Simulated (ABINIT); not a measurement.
**A GW chain in ABINIT: Ba2H3I (P-3m1)**

Wanted: ground state, empty states, screening and self-energy for Ba2H3I (P-3m1).

Program: ABINIT 10.8.3. Level of theory: LDA and many-body steps on it, plane waves. Results are calculated unless marked as measured.

### Step 1. Set-up

It takes space group P-3m1 (No. 164, trigonal). Conventional cell: a = 4.536 Å, b = 4.536 Å, c = 8.120 Å, α = 90.00°, β = 90.00°, γ = 120.00°. Nearest to Ba lie 7 H at 2.64 to 3.02 Å and 3 I at 3.66 Å. H has 4 Ba at 2.64 to 2.67 Å nearest. H has 6 H at 2.87 Å and 6 Ba at 3.02 Å nearest. I has 6 Ba at 3.66 Å nearest. Farther neighbours and most contacts between anions are not listed.

The cell and positions are those that the Materials Project relaxed with its own functionals (PBE, PBE+U or r2SCAN), kept fixed. Spin-orbit coupling is left out unless a step names it.

### Step 2. Ground state

This step: ABINIT 10.8.3; DFT, LDA, plane waves, norm-conserving pseudopotentials.

The ground-state density comes first.

run.abi

```
acell 3*1.0 Angstrom
rprim 
  4.536403231722 0.000000000020 0.000000000000
  -2.268201615878 3.928640440471 0.000000000000
  0.000000000000 0.000000000000 8.119554120000
ntypat 3
znucl 56 1 53
natom 6
typat 1 1 2 2 2 3
xred 
  0.666666666667 0.333333333333 0.684719380000
  0.333333333333 0.666666666667 0.315280620000
  0.666666666667 0.333333333333 0.356100520000
  0.333333333333 0.666666666667 0.643899480000
  0.000000000000 0.000000000000 0.500000000000
  0.000000000000 0.000000000000 0.000000000000
pp_dirpath "pseudos"
pseudos "Ba.upf, H.upf, I.upf"
ecut 31
ngkpt 6 6 4
nshiftk 1
shiftk 0 0 0
kptopt 1
chksymbreak 0
nband 22
occopt 1
tolvrs 1e-10
nstep 60
prtwf 0
optforces 0
optstress 0
indata_prefix "in"
outdata_prefix "out"
tmpdata_prefix "tmp"
```

Launch:

```bash
$ OMP_NUM_THREADS=1 mpirun -n 4 abinit run.abi > log
```

Numbers of over 12 decimals in the logs are rounded to 6 here.

The log of the run:

```text
.Version 10.8.3 of ABINIT. v10.8.2 released Aug 2026.

 Symmetries : space group P-3 m 1 (#164); Bravais hP (primitive hexag.)
================================================================================
 Values of the parameters that define the memory need of the present run
     intxc =       0    ionmov =       0      iscf =       7    lmnmax =       6
     lnmax =       6     mgfft =      80  mpssoang =       3    mqgrid =    3846
     natom =       6  nloc_mem =       1    nspden =       1   nspinor =       1
    nsppol =       1      nsym =      12    n1xccc =    2501    ntypat =       3
    occopt =       1   xclevel =       1
-    mband =          22        mffmem =           1         mkmem =           6
       mpw =        8069          nfft =      162000          nkpt =          24
================================================================================
  Rough estimation (10% accuracy) of disk space for files :
================================================================================

--------------------------------------------------------------------------------
------------- Echo of variables that govern the present computation ------------
--------------------------------------------------------------------------------
 -outvars: echo values of preprocessed input variables --------
            acell      1.8897261259E+00  1.8897261259E+00  1.8897261259E+00 Bohr

      chksymbreak           0
             ecut      3.10000000E+01 Hartree
-          fftalg         312

              ixc       -1012
              kpt      0.00000000E+00  0.00000000E+00  0.00000000E+00
                       1.66666667E-01  0.00000000E+00  0.00000000E+00
                       3.33333333E-01  0.00000000E+00  0.00000000E+00
                       5.00000000E-01  0.00000000E+00  0.00000000E+00
                       1.66666667E-01  1.66666667E-01  0.00000000E+00
                       3.33333333E-01  1.66666667E-01  0.00000000E+00
                       3.33333333E-01  3.33333333E-01  0.00000000E+00
                       0.00000000E+00  0.00000000E+00  2.50000000E-01
                       1.66666667E-01  0.00000000E+00  2.50000000E-01
   [... 13 further rows ...]
                       3.33333333E-01  1.66666667E-01  5.00000000E-01
                       3.33333333E-01  3.33333333E-01  5.00000000E-01
         kptrlatt        6    0    0      0    6    0      0    0    4
          kptrlen      5.14353582E+01
P           mkmem           6
            natom           6
            nband          22
            ngfft          45      45      80
             nkpt          24
            nstep          60
             nsym          12
           ntypat           3
              occ      2.000000  2.000000  2.000000  2.000000  2.000000  2.000000
                       2.000000  2.000000  2.000000  2.000000  2.000000  2.000000
                       2.000000  2.000000  2.000000  0.000000  0.000000  0.000000
                       0.000000  0.000000  0.000000  0.000000
        optforces           0
        optstress           0
            prtwf           0
            rprim      4.5364032317E+00  2.0000000000E-11  0.0000000000E+00
[...]
spgroup         164

           tolvrs      1.00000000E-10

             xred      6.6666666667E-01  3.3333333333E-01  6.8471938000E-01
[...]
znucl       56.00000    1.00000   53.00000

================================================================================

 chkinp: Checking input parameters for consistency.

================================================================================
== DATASET  1 ==================================================================
-   mpi_nproc: 4, omp_nthreads: 1 (-1 if OMP is not activated)

--- !DatasetInfo
iteration_state: {dtset: 1, }
dimensions: {natom: 6, nkpt: 24, mband: 22, nsppol: 1, nspinor: 1, nspden: 1, mpw: 8069, }
cutoff_energies: {ecut:  31.0, pawecutdg:  -1.0, }
electrons: {nelect:   3.00000000E+01, charge:   0.00000000E+00, occopt:   1.00000000E+00, tsmear:   1.00000000E-02, }

 Real(R)+Recip(G) space primitive vectors, cartesian coordinates (Bohr,Bohr^-1):
 R(1)=  8.5725597  0.0000000  0.0000000  G(1)=  0.1166513  0.0673486  0.0000000
 R(2)= -4.2862799  7.4240545  0.0000000  G(2)=  0.0000000  0.1346973  0.0000000
 R(3)=  0.0000000  0.0000000 15.3437336  G(3)=  0.0000000  0.0000000  0.0651732
 Unit cell volume ucvol=  9.7652354E+02 bohr^3
 Angles (23,13,12)=  9.00000000E+01  9.00000000E+01  1.20000000E+02 degrees

 getcut: wavevector=  0.0000  0.0000  0.0000  ngfft=  45  45  80
         ecut(hartree)=     31.000   => boxcut(ratio)=   2.04784

--- Pseudopotential description ------------------------------------------------
- Ba Generated using ONCVPSP code by D. R. Hamann
- 56.00000  10.00000  180309                  znucl, zion, pspdat
12 -1012 2 -1 1912                            pspcod,pspxc,lmax,lloc,mmax
     nproj     2     2     2
  pspatm : epsatm=   25.95172157
         --- l  ekb(1:nproj) -->
[...]
pspatm: atomic psp has been read  and splines computed

- H Generated using ONCVPSP code by D. R. Hamann
-  1.00000   1.00000  180309                  znucl, zion, pspdat
12 -1012 1 -1 1180                            pspcod,pspxc,lmax,lloc,mmax
     nproj     2     1     0
  pspatm : epsatm=    0.35439867
         --- l  ekb(1:nproj) -->
[...]
1   -0.275071
 pspatm: atomic psp has been read  and splines computed

- I Generated using ONCVPSP code by D. R. Hamann
- 53.00000   7.00000  180309                  znucl, zion, pspdat
12 -1012 2 -1 1182                            pspcod,pspxc,lmax,lloc,mmax
     nproj     2     2     2
  pspatm : epsatm=   17.18700033
         --- l  ekb(1:nproj) -->
[...]
pspatm: atomic psp has been read  and splines computed

   2.10460918E+03                                ecore*ucvol(ha*bohr**3)
--------------------------------------------------------------------------------

_setup2: Arith. and geom. avg. npw (full set) are    8051.604    8051.595

================================================================================

--- !BeginCycle
iteration_state: {dtset: 1, }
solver: {iscf: 7, nstep: 60, nline: 4, wfoptalg: 0, }
tolerances: {tolvrs: 1.00E-10, }

     iter   Etot(hartree)      deltaE(h)  residm     vres2
 ETOT  1  -71.185125700155    -7.119E+01 2.349E-02 1.624E+03
 ETOT  2  -71.265646927391    -8.052E-02 1.308E-02 3.795E+02
 ETOT  3  -71.271478083621    -5.831E-03 1.477E-03 1.424E+02
 ETOT  4  -71.274728727487    -3.251E-03 1.841E-03 2.761E+00
 ETOT  5  -71.274797993463    -6.927E-05 1.591E-03 2.810E-02
 ETOT  6  -71.274799331124    -1.338E-06 6.821E-04 8.524E-04
 ETOT  7  -71.274799379821    -4.870E-08 3.701E-04 3.371E-05
 ETOT  8  -71.274799381408    -1.588E-09 4.268E-04 2.995E-06
 ETOT  9  -71.274799381545    -1.370E-10 1.516E-04 3.414E-08
 ETOT 10  -71.274799381549    -4.334E-12 2.227E-04 1.448E-09
 ETOT 11  -71.274799381550    -2.416E-13 6.855E-05 3.007E-11

 At SCF step   11       vres2   =  3.01E-11 < tolvrs=  1.00E-10 =>converged.

--- !ResultsGS
iteration_state: {dtset: 1, }
comment   : Summary of ground state results
lattice_vectors:
- [  8.5725597,   0.0000000,   0.0000000, ]
- [ -4.2862799,   7.4240545,   0.0000000, ]
- [  0.0000000,   0.0000000,  15.3437336, ]
lattice_lengths: [   8.57256,    8.57256,   15.34373, ]
lattice_angles: [ 90.000,  90.000, 120.000, ] # degrees, (23, 13, 12)
lattice_volume:   9.7652354E+02
convergence: {deltae: -2.416E-13, res2:  3.007E-11, residm:  6.855E-05, diffor:  0.000E+00, }
etotal    :  -7.12747994E+01
entropy   :   0.00000000E+00
fermie    :   1.44718785E-01
cartesian_stress_tensor: null
pressure_GPa: null
xred      :
- [  6.6667E-01,   3.3333E-01,   6.8472E-01, Ba]
- [  3.3333E-01,   6.6667E-01,   3.1528E-01, Ba]
- [  6.6667E-01,   3.3333E-01,   3.5610E-01,  H]
- [  3.3333E-01,   6.6667E-01,   6.4390E-01,  H]
- [  0.0000E+00,   0.0000E+00,   5.0000E-01,  H]
- [  0.0000E+00,   0.0000E+00,   0.0000E+00,  I]
cartesian_forces: null
force_length_stats: {min: null, max: null, mean: null, }

 Integrated electronic density in atomic spheres:
 ------------------------------------------------
 Atom  Sphere_radius  Integrated_density
[...]
================================================================================

 ----iterations are completed or convergence reached----

 Mean square residual over all n,k,spin=   78.467E-08; max=  68.549E-06
 reduced coordinates (array xred) for    6 atoms
[...]
0.333333333333      0.666666666667      0.315280620000
       0.666666666667      0.333333333333      0.356100520000
       0.333333333333      0.666666666667      0.643899480000
       0.000000000000      0.000000000000      0.500000000000
       0.000000000000      0.000000000000      0.000000000000
 rms dE/dt=  0.0000E+00; max dE/dt=  0.0000E+00; dE/dt below (all hartree)
    1       0.000000000000      0.000000000000      0.000000000000
    2       0.000000000000      0.000000000000      0.000000000000
    3       0.000000000000      0.000000000000      0.000000000000
    4       0.000000000000      0.000000000000      0.000000000000
    5       0.000000000000      0.000000000000      0.000000000000
    6       0.000000000000      0.000000000000      0.000000000000

 cartesian coordinates (angstrom) at end:
    1      2.268202     1.309547     5.559616
    2     -1.133e-11     2.619094     2.559938
    3      2.268202     1.309547     2.891377
    4     -1.133e-11     2.619094     5.228177
    5      0.000000     0.000000     4.059777
    6      0.000000     0.000000     0.000000
 length scales=  1.889726125908  1.889726125908  1.889726125908 bohr
              =  1.000000000000  1.000000000000  1.000000000000 angstroms
 prteigrs : about to open file out_EIG
 Fermi (or HOMO) energy (hartree) =   0.14472   Average Vxc (hartree)=  -0.32537
 Eigenvalues (hartree) for nkpt=  24  k points:
 kpt#   1, nband= 22, wtk=  0.00694, kpt=  0.0000  0.0000  0.0000 (reduced coord)
  -0.86664   -0.86348   -0.35862   -0.31490   -0.31484   -0.31484   -0.31385   -0.31023
  -0.31023    0.00411    0.00928    0.05698    0.05698    0.06281    0.14282    0.23366
   0.23654    0.23654    0.24004    0.24004    0.28391    0.28391
 prteigrs : prtvol=0 or 1, do not print more k-points.

--- !EnergyTerms
iteration_state     : {dtset: 1, }
comment             : Components of total free energy in Hartree
kinetic             :  1.76743788258145E+01
hartree             :  8.61798403951076E+00
xc                  : -1.82982059753084E+01
Ewald energy        : -5.40618829621519E+01
psp_core            :  2.15520578579775E+00
local_psp           : -3.61239537874364E+01
non_local_psp       :  8.76167469222398E+00
total_energy        : -7.12747993815497E+01
total_energy_eV     : -1.93948609557616E+03
band_energy         : -7.40414733898743E+00

== END DATASET(S) ==============================================================
================================================================================

 -outvars: echo values of variables after computation  --------
           etotal     -7.1274799382E+01
            nband          22
             nkpt          24
          spgroup         164
 [... the other variables as echoed above ...]

 Calculation completed.
```

Elapsed: 51 s, on 4 MPI ranks of Arm Neoverse V1, shared host; peak memory 0.45 GiB; 3.4 min of CPU time.

This step gave:

```
total energy               : -1939.4861 eV
gap                        : 1.962 eV
k of the valence top       : 0, 0, 0.5
k of the conduction bottom : 0.5, 0, 0.5
least direct gap           : 2.324 eV
```

The gap is indirect, with the least direct gap 0.36 eV higher.

(Continued in part 2 of 3.)

[Paths, hosts, dates, memory and timing lines, banners, echoed tables and standing remarks are left out of the program output.]

[Logs are printed without paths, hosts, clocks, repeated set-up lines and the standing remarks that a program may print on its own settings, such as how far it seeks lower states.]

[Runs of the session that timed out or met a known fault of the program may be left out.]

[Hosts, paths, dates, database ids (printed as entryN), source tags and the programs' standing remarks are cut or masked in the printed files.]

[G0W0 gaps are taken among the corrected bands and points alone; a level outside them can change the order at an edge.]

[Where Ansatz stands beside ABINIT at settings called matched, ABINIT's density can come from a denser mesh and the files from another edition; pairs whose starting gaps differed by over 0.03 eV were left out, so agreement reads better than it is.]
